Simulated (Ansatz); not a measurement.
# K2C2SN2O: complex band structure, part 3 of 3

Wanted: the relaxed cell of K2C2SN2O, its band edges and its decay constants. It is built by putting S for part of the O in the KCNO structure of space group Ima2, with the volume rescaled by atomic radii. The parent structure comes from the Materials Project.

Ansatz 0.2.0; PBEsol DFT, plane waves, PAW files (the session's first sound run).

So far, gap on path (eV): step 3 (band edges) 4.44.

The structure was built from a prototype and need not be the compound's stable phase.

## (6) Band edges at another level, cutoff 500 eV

This step: r2SCAN DFT, plane waves, PAW files (Ansatz 0.2.0).

The edges again with r2SCAN, at the same atoms. Against that run the cutoff is 500 eV against 420.

Contents of input.yaml:

```yaml
crystal:
  lattice:
    - [-3.7038672296, 3.1256758546, 3.1816248382]
    - [3.7038672296, -3.215032246, 3.270546452]
    - [3.7038672296, 3.215032246, -3.270546452]
  atoms:
    - { symbol: K, position: [0.3020101445, 0.2745818979, 0.0189331714] }
    - { symbol: K, position: [0.3020101445, 0.7830769731, 0.5274282466] }
    - { symbol: C, position: [0.6900860636, 0.4742783057, 0.7158077579] }
    - { symbol: C, position: [0.7443222982, 0.9914369648, 0.2528853334] }
    - { symbol: "N", position: [0.424226692, 0.3448196327, 0.5794070593] }
    - { symbol: "N", position: [0.7418782064, 0.8596825007, 0.3821957057] }
    - { symbol: S, position: [0.0559821228, 0.6498248684, 0.9061572544] }
    - { symbol: O, position: [0.7394853279, 0.1222998568, 0.1171854712] }
kpoints:
  mp_grid: { grid: [6, 6, 6] }
  band_path: { path: [VBM, CBM], npoints: 30 }
scf:
  occupations: { method: fixed }
hamiltonian:
  xc: r2scan
output:
  eigenvalues: true
```

Launch:

```
ansatz run input.yaml --threads 2 --pin off --max-ram 4096MiB --backend cpu --events-out ev --progress --plain --runs-dir out
```

Numbers of over 12 decimals in the logs are rounded to 6 here.

The log of the run:

```text
[...]
Crystal: 8 atoms, lattice volume = 151.501 Å³
Basis set: ecut = 500 eV, 3865 PW (Γ), exchange–correlation on 180×180×180 points (64 copies of the dense FFT grid, shifted against one another)
Bands: 32, of which v1, the nominal top of the filled ones, is band 24 counted from 1 (23 counted from 0)
Symmetry: 2 space group operations
[...]
k-points: 68 of 216 (time reversal used)
[...]
SCF iter   1: F=—  HF=-5835.859257 eV  |F-HF|=—  |Δ(HF+E_count)|=         —  Δρ=6.93e-3  dr2=6.36e-2  dr2_τ=8.19e-1  ethr=1.77e-3  ⟨swp⟩=4.3  Hψ=8938  notcnv=0  defer=373
[...]
SCF iter   8: F=-5835.894861 eV  HF=-5835.894861 eV  |F-HF|=1.22e-8  |Δ(HF+E_count)|=   1.31e-8  Δρ=6.86e-6  dr2=7.59e-8  dr2_τ=1.03e-8  ethr=2.08e-10  ⟨swp⟩=11.0  Hψ=11764  notcnv=0
SCF 1 converged in 8 iterations: F = -5835.894861 eV  dr2 = 7.59e-8
[...]
SCF converged after 8 iterations
Free energy (F): -5835.894861 eV
[...]
Internal energy: -5835.894861 eV  (E = F + TS)
E sigma→0 (E₀):  -5835.894861 eV
Fermi energy:    1.914790 eV
[...]
--- Band table (eV; the first three rows and the last of 68) ---
  k-point 0: bands = [... 20 lower, 1.0325, 1.2607, 1.3183, 1.8090, 6.9907, 7.7092, 7.9536, 8.8808, ... 4 higher]
  k-point 1: bands = [... 20 lower, 1.0368, 1.2602, 1.3507, 1.7616, 7.2553, 7.6230, 7.8003, 8.7919, ... 4 higher]
  k-point 2: bands = [... 20 lower, 1.0950, 1.2824, 1.4050, 1.6170, 7.3591, 7.5653, 8.0474, 8.6480, ... 4 higher]
  k-point 67: bands = [... 20 lower, 0.5571, 1.3463, 1.6962, 1.9148, 6.8190, 7.3092, 8.0698, 8.6936, ... 4 higher]
```

Wall time 28 s (2 threads of AMD EPYC 9R45, shared host); peak memory 0.93 GiB.

Numbers from this step:

```
free energy        : -5835.8949 eV
Fermi energy       : 1.915 eV
gap on the k-mesh  : 4.904 eV
gap on path        : 4.904 eV, by band count; negative where bands overlap
direct gap on path : 4.904 eV
```

Levels at VBM (eV): -6.71, -5.93, -4.92, -4.81, -3.93, -3.67, -3.21, -3.05, -1.36, -0.57, -0.22, 0.00, 4.90, 5.39, 6.16, 6.78, 7.31, 7.62.

The searched edges give 4.90 eV, as on the mesh.

Between step 3 and this run (r2SCAN and cutoff 500 eV) the value for the gap on path moves from 4.44 eV to 4.90 eV.

## (7) Complex bands at another level, cutoff 500 eV

This step: r2SCAN DFT, plane waves, PAW files; complex bands by layer matching along the plane's normal (Ansatz 0.2.0).

The complex bands at that level, over its own gap, at (0, 0) and (0.5, 0).

Contents of input.yaml:

```yaml
crystal:
  lattice:
    - [6.452790011, 0.0, 0.0]
    - [-0.176717401, 6.338868766, 0.0]
    - [3.138036305, 3.169434383, 3.70386723]
  atoms:
    - { symbol: K, position: [0.2745818979, 0.0189331714, 0.0084950752] }
    - { symbol: K, position: [0.7830769731, 0.5274282466, 0.9915049248] }
    - { symbol: C, position: [0.4742783057, 0.7158077579, 0.5] }
    - { symbol: C, position: [0.9914369648, 0.2528853334, 0.5] }
    - { symbol: "N", position: [0.3448196327, 0.5794070593, 0.5] }
    - { symbol: "N", position: [0.8596825007, 0.3821957057, 0.5] }
    - { symbol: S, position: [0.6498248684, 0.9061572544, 0.5] }
    - { symbol: O, position: [0.1222998568, 0.1171854711, 0.5] }
kpoints:
  mp_grid: { grid: [6, 6, 6] }
scf:
  occupations: { method: fixed }
hamiltonian:
  xc: r2scan
output:
  eigenvalues: true
  transmission:
    leads: [[0, 0]]
    kpoints: [[0.0, 0.0], [0.5, 0.0]]
    e_range: [-1.0, 5.9]
    de: 0.14
```

The log of the run:

```text
[...]
Crystal: 8 atoms, lattice volume = 151.501 Å³
Basis set: ecut = 500 eV, 3865 PW (Γ), exchange–correlation on 192×192×180 points (64 copies of the dense FFT grid, shifted against one another)
Bands: 32, of which v1, the nominal top of the filled ones, is band 24 counted from 1 (23 counted from 0)
Symmetry: 2 space group operations
[...]
k-points: 68 of 216 (time reversal used)
[...]
SCF iter   1: F=—  HF=-5835.859239 eV  |F-HF|=—  |Δ(HF+E_count)|=         —  Δρ=6.93e-3  dr2=6.35e-2  dr2_τ=8.19e-1  ethr=1.77e-3  ⟨swp⟩=4.3  Hψ=8918  notcnv=0  defer=368
[...]
SCF iter   8: F=-5835.894861 eV  HF=-5835.894861 eV  |F-HF|=6.50e-9  |Δ(HF+E_count)|=   6.26e-8  Δρ=5.56e-6  dr2=4.70e-8  dr2_τ=5.89e-9  ethr=2.08e-10  ⟨swp⟩=10.4  Hψ=11642  notcnv=0
SCF 1 converged in 8 iterations: F = -5835.894861 eV  dr2 = 4.70e-8
[...]
transmission: 5 of 10 steps passed
transmission: 10 of 10 steps passed
SCF converged after 8 iterations
Free energy (F): -5835.894861 eV
[...]
Internal energy: -5835.894861 eV  (E = F + TS)
E sigma→0 (E₀):  -5835.894861 eV
Fermi energy:    1.914785 eV
[...]
--- Band table (eV; the first three rows and the last of 68) ---
  k-point 0: bands = [... 20 lower, 1.0325, 1.2607, 1.3183, 1.8090, 6.9907, 7.7091, 7.9536, 8.8808, ... 4 higher]
  k-point 1: bands = [... 20 lower, 0.9153, 1.2999, 1.3763, 1.8345, 7.3330, 7.5788, 7.7389, 8.8587, ... 4 higher]
  k-point 2: bands = [... 20 lower, 0.6780, 1.3268, 1.5820, 1.8885, 6.9728, 7.4058, 8.2376, 8.6699, ... 4 higher]
  k-point 67: bands = [... 20 lower, 1.1382, 1.2776, 1.5178, 1.7206, 7.3035, 7.4707, 7.7782, 8.3837, ... 4 higher]
--- Transmission ---
  basis      : 427 plane waves across, 5 finite elements along
  points     : 2, as listed
[...]
channels       : 0.000000e0 a spin
[...]
slowest decay  : 0.4838 /Å at (0.0000, 0.0000)
```

It took 63 s on 2 threads; peak memory 2 GiB; 2.1 min of CPU time.

This step gave:

```
level to which the leads are filled                       : 2.452 eV from the Fermi level
decay constant at the filling level, zone centre          : 0.4838 Å⁻¹
decay constant at the filling level, slowest listed point : 0.4838 Å⁻¹
```

K parallel (0, 0); values up to 1.5 1/Å, a degenerate pair printed once or twice; energies at which all values exceed this have no row. Im kz of the slowest decaying states against energy, zero at the highest filled level on the SCF mesh:

| energy (eV) | decay 1 (Å⁻¹) | decay 2 (Å⁻¹) | decay 3 (Å⁻¹) | decay 4 (Å⁻¹) |
| --- | --- | --- | --- | --- |
| -1.000 | 0.497 | 0.585 | 0.829 | 0.935 |
| -0.440 | 0.435 | 0.494 | 0.508 | 0.635 |
| -0.020 | 0.310 | 0.506 | 0.563 | 0.691 |
| 0.540 | 0.527 | 0.540 | 0.695 | 0.756 |
| 0.960 | 0.529 | 0.612 | 0.758 | 0.780 |
| 1.520 | 0.521 | 0.685 | 0.813 | 0.846 |
| 1.940 | 0.509 | 0.668 | 0.814 | 0.855 |
| 2.500 | 0.484 | 0.635 | 0.779 | 0.838 |
| 3.060 | 0.448 | 0.591 | 0.732 | 0.852 |
| 3.480 | 0.413 | 0.548 | 0.697 | 0.825 |
| 4.040 | 0.350 | 0.471 | 0.649 | 0.741 |
| 4.460 | 0.281 | 0.388 | 0.609 | 0.655 |
| 5.020 | 0.0911 | 0.322 | 0.466 | 0.550 |
| 5.440 | 0.0329 | 0.302 | 0.499 | 0.657 |

K parallel (0.5, 0); values up to 1.5 1/Å, a degenerate pair printed once or twice; energies at which all values exceed this have no row. The Im kz of the slowest decaying states by energy, zero at the highest filled level on the SCF mesh:

| energy (eV) | decay 1 (Å⁻¹) | decay 2 (Å⁻¹) | decay 3 (Å⁻¹) | decay 4 (Å⁻¹) |
| --- | --- | --- | --- | --- |
| -1.00 | 0.387 | 0.742 | 0.990 | 0.990 |
| -0.72 | 0.152 | 0.655 | 0.884 | 1.09 |
| -0.44 | 0.254 | 0.254 | 0.677 | 0.832 |
| -0.16 | 0.474 | 0.615 | 0.628 | 1.03 |
| -0.02 | 0.538 | 0.538 | 0.610 | 0.679 |
| 0.12 | 0.580 | 0.609 | 0.712 | 1.09 |
| 0.40 | 0.610 | 0.633 | 0.754 | 1.11 |
| 0.68 | 0.611 | 0.665 | 0.779 | 1.03 |
| 0.96 | 0.610 | 0.685 | 0.795 | 0.973 |
| 1.24 | 0.608 | 0.697 | 0.805 | 0.936 |
| 1.52 | 0.604 | 0.703 | 0.810 | 0.905 |
| 1.80 | 0.598 | 0.704 | 0.813 | 0.877 |
| 2.08 | 0.590 | 0.702 | 0.813 | 0.851 |
| 2.36 | 0.581 | 0.696 | 0.810 | 0.825 |
| 2.50 | 0.576 | 0.691 | 0.691 | 0.808 |
| 2.78 | 0.564 | 0.680 | 0.787 | 0.803 |
| 3.06 | 0.551 | 0.665 | 0.762 | 0.796 |
| 3.34 | 0.535 | 0.647 | 0.735 | 0.787 |
| 3.62 | 0.517 | 0.624 | 0.624 | 0.708 |
| 3.90 | 0.497 | 0.596 | 0.679 | 0.764 |
| 4.18 | 0.474 | 0.561 | 0.648 | 0.750 |
| 4.46 | 0.446 | 0.515 | 0.613 | 0.734 |
| 4.74 | 0.414 | 0.453 | 0.574 | 0.715 |
| 5.02 | 0.355 | 0.374 | 0.529 | 0.693 |
| 5.30 | 0.0761 | 0.0761 | 0.317 | 0.474 |
| 5.58 | 0.236 | 0.425 | 0.638 | 0.725 |
| 5.86 | 0.194 | 0.311 | 0.421 | 0.601 |

At the listed wavevectors the last open channel is at -0.02 eV and the next at +5.02 eV on the grid. At +2.50 eV, the grid energy nearest the filling level (the middle of the gap on the SCF mesh), the slowest state at the listed wavevectors decays with κ = 0.484 Å⁻¹, its amplitude falling by e over 2.1 Å; the first such run, plane (010), gave 0.463 Å⁻¹.

## (8) Outcome

```yaml
band_gap: 4.44 eV
least_decay_constant_at_mid_gap_normal_to_010: 0.463 Å⁻¹
least_decay_constant_at_mid_gap_normal_to_001: 0.453 Å⁻¹
least_decay_constant_r2scan: 0.484 Å⁻¹
```

What this shows: With PBEsol, the slowest decay at the wavevectors tried is κ = 0.453 Å⁻¹, normal to (001). Through such a film the transmission near mid-gap falls as exp(−2κd), a factor of ten every 2.5 Å. The directions tried decay at nearly the same rate. A free electron under a barrier of half the gap would need a mass of 0.35 mₑ to decay at this rate. With r2SCAN the gap goes from 4.44 to 4.90 eV and the decay constant, over the first 2 listed wavevectors, from 0.463 to 0.484 Å⁻¹. The compound is made up by substitution; its stability against other phases and against distortions of the cell's symmetry was not tested. A semilocal functional narrows gaps, so real decay constants are likely larger.

[Logs are printed without paths, hosts, clocks, repeated set-up lines and the standing remarks that a program may print on its own settings, such as how far it seeks lower states.]

[Hosts, paths, dates, database ids (printed as entryN), source tags and the programs' standing remarks are cut or masked in the printed files.]
